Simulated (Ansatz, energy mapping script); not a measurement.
# Spin model of LuNiO2 in the infinite layer structure from collinear orders

Aim: the exchange couplings of LuNiO2 in the infinite layer structure from the energies of a few collinear orders, and the ordering temperature that they give.

Method: PBEsol with U = 10.5 eV on Ni d, ortho-atomic projectors; plane waves, U on orthogonalised atomic orbitals unless named otherwise, collinear spin, no spin–orbit coupling, in Ansatz 0.2.0.

This is a report of a sequence of runs, with most program output left out.

## Step 1: The starting structure

It takes space group P4/mmm (No. 123, tetragonal). Conventional cell: a = 3.847 Å, b = 3.847 Å, c = 2.988 Å, α = 90.00°, β = 90.00°, γ = 90.00°. Nearest to Lu lie 8 O at 2.44 Å. Ni has 4 O at 1.92 Å nearest. O has 2 Ni at 1.92 Å and 4 Lu at 2.44 Å nearest. infinite layer prototype, lattice guessed from radii. Farther neighbours and most contacts between anions are not listed.

This cell was built for the study (infinite layer prototype, lattice guessed from radii), not taken from an experiment; the compound need not form in this structure.

The cell was relaxed beforehand in Ansatz under PBEsol with U = 6 eV on Ni d, ortho-atomic projectors, from parallel moments.

The U corrects the self-interaction that lets semilocal functionals spread d and f electrons too far. Its value here is typed, not computed.

## Step 2: One set of occupation matrices for all orders

A corrected shell can settle in several orbital fillings. One parallel run, with an occupation width a fifth wider than the orders use, therefore is to supply the occupation matrices. All orders start from them.

File input.yaml:

```yaml
crystal:
  lattice:
    - [3.847404254, 0.0, 0.0]
    - [0.0, 3.847404254, 0.0]
    - [0.0, 0.0, 2.987573789]
  atoms:
    - { symbol: Lu, position: [0.5, 0.5, 0.5] }
    - { symbol: Ni, position: [0.0, 0.0, 0.0], spin: 2.0 }
    - { symbol: O, position: [0.5, 0.0, 0.0] }
    - { symbol: O, position: [0.0, 0.5, 0.0] }
magnetization:
  spin_polarized: true
kpoints:
  mp_grid: { grid: [8, 8, 11] }
hamiltonian:
  xc: pbesol
  hubbard:
    sites: [{ species: Ni, l: d, u_eff: 10.5 }]
    projectors: ortho-atomic
scf:
  occupations: { method: fermi_dirac, width: 0.06 }
output:
  eigenvalues: true
```

The run is started by

```sh
ansatz run input.yaml --threads 4 --pin off --max-ram 8192MiB --backend cpu --events-out ev --progress --plain --runs-dir out
```

Elapsed: 78 s, on 4 threads of Arm Neoverse V2, shared host; peak memory 1.4 GiB.

This step gave:

| Quantity | Value |
| --- | --- |
| final state | ferromagnetic |
| electrons in the corrected shells | 8.823 e |
| largest moment | 0.871 μB |

## Step 3: Run 1 (parallel; cell A, 8 atoms)

Each cell gets its own parallel run on the same mesh, so that most of the mesh error cancels in the differences.

File input.yaml:

```yaml
crystal:
  lattice:
    - [3.847404254, 0.0, 0.0]
    - [0.0, 3.847404254, 2.987573789]
    - [0.0, -3.847404254, 2.987573789]
  atoms:
    - { symbol: Lu, position: [0.5, 0.5, 0.0] }
    - { symbol: Lu, position: [0.5, 0.0, 0.5] }
    - { symbol: Ni, position: [0.0, 0.0, 0.0], spin: 2.0 }
    - { symbol: Ni, position: [0.0, 0.5, 0.5], spin: 2.0 }
    - { symbol: O, position: [0.5, 0.0, 0.0] }
    - { symbol: O, position: [0.5, 0.5, 0.5] }
    - { symbol: O, position: [0.0, 0.25, 0.75] }
    - { symbol: O, position: [0.0, 0.75, 0.25] }
magnetization:
  spin_polarized: true
kpoints:
  mp_grid: { grid: [8, 7, 7] }
hamiltonian:
  xc: pbesol
  hubbard:
    sites:
      - { species: Ni, l: d, u_eff: 10.5 }
      - { site: 2, l: d, u_eff: 10.5, starting_ns: [{ spin: up, occupation_matrix: ni2_major }, { spin: down, occupation_matrix: ni2_minor }] }
      - { site: 3, l: d, u_eff: 10.5, starting_ns: [{ spin: up, occupation_matrix: ni2_major }, { spin: down, occupation_matrix: ni2_minor }] }
    projectors: ortho-atomic
    occupation_matrices:
      ni2_major:
        matrix:
          - [0.942, 0.0, 0.0, 0.0, 0.0]
          - [0.0, 0.983, 0.0, 0.0, 0.0]
          - [0.0, 0.0, 0.983, 0.0, 0.0]
          - [0.0, 0.0, 0.0, 0.96, 0.0]
          - [0.0, 0.0, 0.0, 0.0, 0.988]
      ni2_minor:
        matrix:
          - [0.92, 0.0, 0.0, 0.0, 0.0]
          - [0.0, 0.979, 0.0, 0.0, 0.0]
          - [0.0, 0.0, 0.979, 0.0, 0.0]
          - [0.0, 0.0, 0.0, 0.105, 0.0]
          - [0.0, 0.0, 0.0, 0.0, 0.985]
scf:
  occupations: { method: fermi_dirac, width: 0.05 }
output:
  eigenvalues: true
```

The job ended after 28 s (4 threads; peak memory 1.1 GiB).

Spin moment in the sphere by atom:

```tsv
atom	spin moment in the sphere (μB)
Lu1	-0.001
Lu2	-0.001
Ni3	0.876
Ni4	0.876
O5	-0.004
O6	-0.004
O7	-0.004
O8	-0.004
```

The run ends ferromagnetic.

## Step 4: Run 2 (compensated +−; cell A, 8 atoms)

This order reverses 2 of the 2 neighbours at 2.99 Å, 2 of the 4 neighbours at 3.85 Å and 4 of the 8 neighbours at 4.87 Å, counted for an average magnetic atom.

Changes to input.yaml since step 3:

```diff
@@ -9,3 +9,3 @@
     - { symbol: Ni, position: [0.0, 0.0, 0.0], spin: 2.0 }
-    - { symbol: Ni, position: [0.0, 0.5, 0.5], spin: 2.0 }
+    - { symbol: Ni, position: [0.0, 0.5, 0.5], spin: -2.0 }
     - { symbol: O, position: [0.5, 0.0, 0.0] }
@@ -24,3 +24,3 @@
       - { site: 2, l: d, u_eff: 10.5, starting_ns: [{ spin: up, occupation_matrix: ni2_major }, { spin: down, occupation_matrix: ni2_minor }] }
-      - { site: 3, l: d, u_eff: 10.5, starting_ns: [{ spin: up, occupation_matrix: ni2_major }, { spin: down, occupation_matrix: ni2_minor }] }
+      - { site: 3, l: d, u_eff: 10.5, starting_ns: [{ spin: up, occupation_matrix: ni2_minor }, { spin: down, occupation_matrix: ni2_major }] }
     projectors: ortho-atomic
```

Elapsed: 15 s, on 4 threads; peak memory 1 GiB; 59 s of CPU time.

Spin moment in the sphere by atom:

```tsv
atom	spin moment in the sphere (μB)
Lu1	0.000
Lu2	0.000
Ni3	0.909
Ni4	-0.909
O5	0.019
O6	-0.019
O7	0.000
O8	0.000
```

The run ends antiferromagnetic, 40.88 meV a magnetic atom above the parallel order of its cell (energies taken at zero occupation width, not the printed F).

## Step 5: Parallel start in cell B (8 atoms)

The parallel order again, as the reference for this cell.

This run holds the same structure in another cell (a 3.847 → 2.988 Å, b 4.871 → 5.441 Å, c 4.871 → 5.441 Å, α 104.3 → 90.0°).

File input.yaml:

```yaml
crystal:
  lattice:
    - [0.0, 0.0, -2.987573789]
    - [3.847404254, 3.847404254, 0.0]
    - [3.847404254, -3.847404254, 0.0]
  atoms:
    - { symbol: Lu, position: [0.5, 0.5, 0.0] }
    - { symbol: Lu, position: [0.5, 0.0, 0.5] }
    - { symbol: Ni, position: [0.0, 0.0, 0.0], spin: 2.0 }
    - { symbol: Ni, position: [0.0, 0.5, 0.5], spin: 2.0 }
    - { symbol: O, position: [0.0, 0.25, 0.25] }
    - { symbol: O, position: [0.0, 0.75, 0.75] }
    - { symbol: O, position: [0.0, 0.25, 0.75] }
    - { symbol: O, position: [0.0, 0.75, 0.25] }
magnetization:
  spin_polarized: true
kpoints:
  mp_grid: { grid: [11, 6, 6] }
hamiltonian:
  xc: pbesol
  hubbard:
    sites:
      - { species: Ni, l: d, u_eff: 10.5 }
      - { site: 2, l: d, u_eff: 10.5, starting_ns: [{ spin: up, occupation_matrix: ni2_major }, { spin: down, occupation_matrix: ni2_minor }] }
      - { site: 3, l: d, u_eff: 10.5, starting_ns: [{ spin: up, occupation_matrix: ni2_major }, { spin: down, occupation_matrix: ni2_minor }] }
    projectors: ortho-atomic
    occupation_matrices:
      ni2_major:
        matrix:
          - [0.942, 0.0, 0.0, 0.0, 0.0]
          - [0.0, 0.983, 0.0, 0.0, 0.0]
          - [0.0, 0.0, 0.983, 0.0, 0.0]
          - [0.0, 0.0, 0.0, 0.96, 0.0]
          - [0.0, 0.0, 0.0, 0.0, 0.988]
      ni2_minor:
        matrix:
          - [0.92, 0.0, 0.0, 0.0, 0.0]
          - [0.0, 0.979, 0.0, 0.0, 0.0]
          - [0.0, 0.0, 0.979, 0.0, 0.0]
          - [0.0, 0.0, 0.0, 0.105, 0.0]
          - [0.0, 0.0, 0.0, 0.0, 0.985]
scf:
  occupations: { method: fermi_dirac, width: 0.05 }
output:
  eigenvalues: true
```

It took 19 s on 4 threads; peak memory 0.92 GiB.

The run ends ferromagnetic. For each magnetic atom its energy differs from the parallel run of the first cell by -0.76 meV, an error that one common reference would have brought in.

## Step 6: Run 4 (compensated +−; cell B, 8 atoms)

This order reverses 0 of the 2 neighbours at 2.99 Å, 4 of the 4 neighbours at 3.85 Å and 8 of the 8 neighbours at 4.87 Å, counted for an average magnetic atom.

Changes to input.yaml since step 5:

```diff
@@ -9,3 +9,3 @@
     - { symbol: Ni, position: [0.0, 0.0, 0.0], spin: 2.0 }
-    - { symbol: Ni, position: [0.0, 0.5, 0.5], spin: 2.0 }
+    - { symbol: Ni, position: [0.0, 0.5, 0.5], spin: -2.0 }
     - { symbol: O, position: [0.0, 0.25, 0.25] }
@@ -24,3 +24,3 @@
       - { site: 2, l: d, u_eff: 10.5, starting_ns: [{ spin: up, occupation_matrix: ni2_major }, { spin: down, occupation_matrix: ni2_minor }] }
-      - { site: 3, l: d, u_eff: 10.5, starting_ns: [{ spin: up, occupation_matrix: ni2_major }, { spin: down, occupation_matrix: ni2_minor }] }
+      - { site: 3, l: d, u_eff: 10.5, starting_ns: [{ spin: up, occupation_matrix: ni2_minor }, { spin: down, occupation_matrix: ni2_major }] }
     projectors: ortho-atomic
```

Elapsed: 11 s, on 4 threads; peak memory 0.88 GiB.

The run ends antiferromagnetic, 35.40 meV a magnetic atom above the parallel order of its cell.

## Step 7: Parallel start in cell C (8 atoms)

A new cell needs its own zero of energy.

This run holds the same structure in another cell (a 2.988 → 3.847 Å, b 5.441 → 3.847 Å, c 5.441 → 5.975 Å).

File input.yaml:

```yaml
crystal:
  lattice:
    - [3.847404254, 0.0, 0.0]
    - [0.0, 3.847404254, 0.0]
    - [0.0, 0.0, 5.975147578]
  atoms:
    - { symbol: Lu, position: [0.5, 0.5, 0.25] }
    - { symbol: Lu, position: [0.5, 0.5, 0.75] }
    - { symbol: Ni, position: [0.0, 0.0, 0.0], spin: 2.0 }
    - { symbol: Ni, position: [0.0, 0.0, 0.5], spin: 2.0 }
    - { symbol: O, position: [0.5, 0.0, 0.0] }
    - { symbol: O, position: [0.5, 0.0, 0.5] }
    - { symbol: O, position: [0.0, 0.5, 0.0] }
    - { symbol: O, position: [0.0, 0.5, 0.5] }
magnetization:
  spin_polarized: true
kpoints:
  mp_grid: { grid: [8, 8, 6] }
hamiltonian:
  xc: pbesol
  hubbard:
    sites:
      - { species: Ni, l: d, u_eff: 10.5 }
      - { site: 2, l: d, u_eff: 10.5, starting_ns: [{ spin: up, occupation_matrix: ni2_major }, { spin: down, occupation_matrix: ni2_minor }] }
      - { site: 3, l: d, u_eff: 10.5, starting_ns: [{ spin: up, occupation_matrix: ni2_major }, { spin: down, occupation_matrix: ni2_minor }] }
    projectors: ortho-atomic
    occupation_matrices:
      ni2_major:
        matrix:
          - [0.942, 0.0, 0.0, 0.0, 0.0]
          - [0.0, 0.983, 0.0, 0.0, 0.0]
          - [0.0, 0.0, 0.983, 0.0, 0.0]
          - [0.0, 0.0, 0.0, 0.96, 0.0]
          - [0.0, 0.0, 0.0, 0.0, 0.988]
      ni2_minor:
        matrix:
          - [0.92, 0.0, 0.0, 0.0, 0.0]
          - [0.0, 0.979, 0.0, 0.0, 0.0]
          - [0.0, 0.0, 0.979, 0.0, 0.0]
          - [0.0, 0.0, 0.0, 0.105, 0.0]
          - [0.0, 0.0, 0.0, 0.0, 0.985]
scf:
  occupations: { method: fermi_dirac, width: 0.05 }
output:
  eigenvalues: true
```

Wall time 20 s (4 threads); peak memory 0.92 GiB.

The run ends ferromagnetic. For each magnetic atom its energy differs from the parallel run of the first cell by 0.22 meV, an error that one common reference would have brought in.

## Step 8: Order 6: compensated +−, cell C of 8 atoms

This order reverses 2 of the 2 neighbours at 2.99 Å, 0 of the 4 neighbours at 3.85 Å and 8 of the 8 neighbours at 4.87 Å, counted for an average magnetic atom.

Changes to input.yaml since step 7:

```diff
@@ -9,3 +9,3 @@
     - { symbol: Ni, position: [0.0, 0.0, 0.0], spin: 2.0 }
-    - { symbol: Ni, position: [0.0, 0.0, 0.5], spin: 2.0 }
+    - { symbol: Ni, position: [0.0, 0.0, 0.5], spin: -2.0 }
     - { symbol: O, position: [0.5, 0.0, 0.0] }
@@ -24,3 +24,3 @@
       - { site: 2, l: d, u_eff: 10.5, starting_ns: [{ spin: up, occupation_matrix: ni2_major }, { spin: down, occupation_matrix: ni2_minor }] }
-      - { site: 3, l: d, u_eff: 10.5, starting_ns: [{ spin: up, occupation_matrix: ni2_major }, { spin: down, occupation_matrix: ni2_minor }] }
+      - { site: 3, l: d, u_eff: 10.5, starting_ns: [{ spin: up, occupation_matrix: ni2_minor }, { spin: down, occupation_matrix: ni2_major }] }
     projectors: ortho-atomic
```

The job ended after 9.5 s (4 threads; peak memory 0.87 GiB).

The run ends antiferromagnetic, 0.41 meV a magnetic atom below the parallel order of its cell (energies taken at zero occupation width, not the printed F).

## Step 9: Run 7 (parallel; cell D, 8 atoms)

This run holds the same structure in another cell (a 3.847 → 4.871 Å, b 3.847 → 4.871 Å, c 5.975 → 4.871 Å, α 90.0 → 104.3°, β 90.0 → 112.1°, γ 90.0 → 112.1°).

File input.yaml:

```yaml
crystal:
  lattice:
    - [3.847404254, 0.0, 2.987573789]
    - [0.0, -3.847404254, -2.987573789]
    - [0.0, 3.847404254, -2.987573789]
  atoms:
    - { symbol: Lu, position: [0.5, 0.25, 0.75] }
    - { symbol: Lu, position: [0.5, 0.75, 0.25] }
    - { symbol: Ni, position: [0.0, 0.5, 0.5], spin: 2.0 }
    - { symbol: Ni, position: [0.0, 0.0, 0.0], spin: 2.0 }
    - { symbol: O, position: [0.5, 0.75, 0.75] }
    - { symbol: O, position: [0.5, 0.25, 0.25] }
    - { symbol: O, position: [0.0, 0.25, 0.75] }
    - { symbol: O, position: [0.0, 0.75, 0.25] }
magnetization:
  spin_polarized: true
kpoints:
  mp_grid: { grid: [8, 8, 8] }
hamiltonian:
  xc: pbesol
  hubbard:
    sites:
      - { species: Ni, l: d, u_eff: 10.5 }
      - { site: 2, l: d, u_eff: 10.5, starting_ns: [{ spin: up, occupation_matrix: ni2_major }, { spin: down, occupation_matrix: ni2_minor }] }
      - { site: 3, l: d, u_eff: 10.5, starting_ns: [{ spin: up, occupation_matrix: ni2_major }, { spin: down, occupation_matrix: ni2_minor }] }
    projectors: ortho-atomic
    occupation_matrices:
      ni2_major:
        matrix:
          - [0.942, 0.0, 0.0, 0.0, 0.0]
          - [0.0, 0.983, 0.0, 0.0, 0.0]
          - [0.0, 0.0, 0.983, 0.0, 0.0]
          - [0.0, 0.0, 0.0, 0.96, 0.0]
          - [0.0, 0.0, 0.0, 0.0, 0.988]
      ni2_minor:
        matrix:
          - [0.92, 0.0, 0.0, 0.0, 0.0]
          - [0.0, 0.979, 0.0, 0.0, 0.0]
          - [0.0, 0.0, 0.979, 0.0, 0.0]
          - [0.0, 0.0, 0.0, 0.105, 0.0]
          - [0.0, 0.0, 0.0, 0.0, 0.985]
scf:
  occupations: { method: fermi_dirac, width: 0.05 }
output:
  eigenvalues: true
```

Elapsed: 18 s, on 4 threads; peak memory 0.92 GiB.

The run ends ferromagnetic. For each magnetic atom its energy differs from the parallel run of the first cell by 0.64 meV, an error that one common reference would have brought in.

## Step 10: Compensated +− start in cell D (8 atoms)

This order reverses 2 of the 2 neighbours at 2.99 Å, 4 of the 4 neighbours at 3.85 Å and 0 of the 8 neighbours at 4.87 Å, counted for an average magnetic atom.

Changes to input.yaml since step 9:

```diff
@@ -9,3 +9,3 @@
     - { symbol: Ni, position: [0.0, 0.5, 0.5], spin: 2.0 }
-    - { symbol: Ni, position: [0.0, 0.0, 0.0], spin: 2.0 }
+    - { symbol: Ni, position: [0.0, 0.0, 0.0], spin: -2.0 }
     - { symbol: O, position: [0.5, 0.75, 0.75] }
@@ -24,3 +24,3 @@
       - { site: 2, l: d, u_eff: 10.5, starting_ns: [{ spin: up, occupation_matrix: ni2_major }, { spin: down, occupation_matrix: ni2_minor }] }
-      - { site: 3, l: d, u_eff: 10.5, starting_ns: [{ spin: up, occupation_matrix: ni2_major }, { spin: down, occupation_matrix: ni2_minor }] }
+      - { site: 3, l: d, u_eff: 10.5, starting_ns: [{ spin: up, occupation_matrix: ni2_minor }, { spin: down, occupation_matrix: ni2_major }] }
     projectors: ortho-atomic
```

The job ended after 9.7 s (4 threads; peak memory 0.88 GiB; 37 s of CPU time).

The run ends antiferromagnetic, 31.81 meV a magnetic atom above the parallel order of its cell.

## Step 11: The fit

Each energy difference is a sum of couplings weighted by the pairs that the order reverses. A few near shells are fitted to the differences by least squares. Energies are those extrapolated to zero occupation width, not the free energies F.

The orders side by side; each is measured from the parallel order in the same cell and on the same mesh:

```tsv
order	atoms	energy (meV a magnetic atom)	moments (μB)	moments kept as typed	opposed neighbours at 2.99, 3.85, 4.87 Å
parallel in cell A	8	0.00	0.88	yes	0, 0, 0
compensated +− in cell A	8	40.88	0.91	yes	2, 2, 4
parallel in cell B	8	0.00	0.87	yes	0, 0, 0
compensated +− in cell B	8	35.40	0.91	yes	0, 4, 8
parallel in cell C	8	0.00	0.87	yes	0, 0, 0
compensated +− in cell C	8	-0.41	0.88	yes	2, 0, 8
parallel in cell D	8	0.00	0.88	yes	0, 0, 0
compensated +− in cell D	8	31.81	0.91	yes	2, 4, 0
```

Couplings from the energies, with E = −Σ J e·e over ordered pairs:

```tsv
pair	distance (Å)	neighbours	J (meV)
Ni–Ni	2.99	2	1.60
Ni–Ni	3.85	4	4.23
Ni–Ni	4.87	8	0.0994
```

These orders cannot tell some unfitted shells from fitted ones: the value at 3.85 Å holds J(3.85) + 2 J(7.11); other unfitted shells add to the values wholly or in part.

Adding the shell at 5.44 Å gives -0.50, 4.2, 0.099 and 3.1 meV, an exact solve that tests nothing.

Limits of this fit: it misses the energies by up to 17 meV, so no temperature is drawn; it ranks the two lowest orders otherwise than their energies do; some orders are gapless and others have a gap.

## Step 12: Comparison

The first set of orders, under PBEsol+U (1.5 eV), took 8.6 min of CPU time summed over its finished orders (seed run apart), these 8.5 min.

```tsv
quantity	this set	first set
J at 2.99 Å, meV	1.60	1.37
J at 3.85 Å, meV	4.23	-7.84
J at 4.87 Å, meV	0.0994	-0.207
```

The coupling that led in the first set goes from -7.84 to 4.23 meV.

## Step 13: Results

| Item | Value |
| --- | --- |
| lowest order tried | compensated +− in cell C |
| largest fitted value (a combination of shells), Ni–Ni at 3.85 Å | 4.23 meV |

Of the orders tried, LuNiO2 in the infinite layer structure prefers the order “compensated +− in cell C” under PBEsol+U (10.5 eV), with 2 of 2 neighbours at 2.99 Å, 0 of 4 neighbours at 3.85 Å and 8 of 8 neighbours at 4.87 Å opposed. The margin is only 0.41 meV a magnetic atom, within reach of the numerical errors of such runs. The coupling at 3.85 Å is -0.54 times that of the first set, at 0.98 times the CPU time. The largest fitted value is 4.2 meV, at 3.85 Å. It is a combination of shells that these orders cannot split, so neither its size nor its sign can be laid on that pair alone. The orders also reverse pairs at 5.44 Å, which are not fitted, so the fitted values hold their part too. No fitted order reverses the pairs at 5.98 Å, so their coupling is unknown and is set to zero in the model. With 4 differences for 3 couplings the fit misses by 17 meV at most, which is not small: farther shells, terms beyond the Heisenberg form or the mesh can cause that. In the fitted orders moments change by up to 4.2 % against the parallel run of the same cell, so their size stays put. The fit is in doubt: some orders are gapless and others have a gap. The couplings are then rough, the small ones most of all. The cell was built from a prototype and relaxed; a distortion that needs a larger cell, or another structure that the compound may prefer, is not captured.

[Logs and program files are shortened in this print: banners, set-up blocks, solver, clock and traceback lines can be left out without a mark of their own.]

[Logs are printed without paths, hosts, clocks, repeated set-up lines and the standing remarks that a program may print on its own settings, such as how far it seeks lower states.]

[Hosts, paths, dates, database ids (printed as entryN), source tags and the programs' standing remarks are cut or masked in the printed files.]

[Where a cell is said to come from a database of computed structures, the database is the Materials Project.]
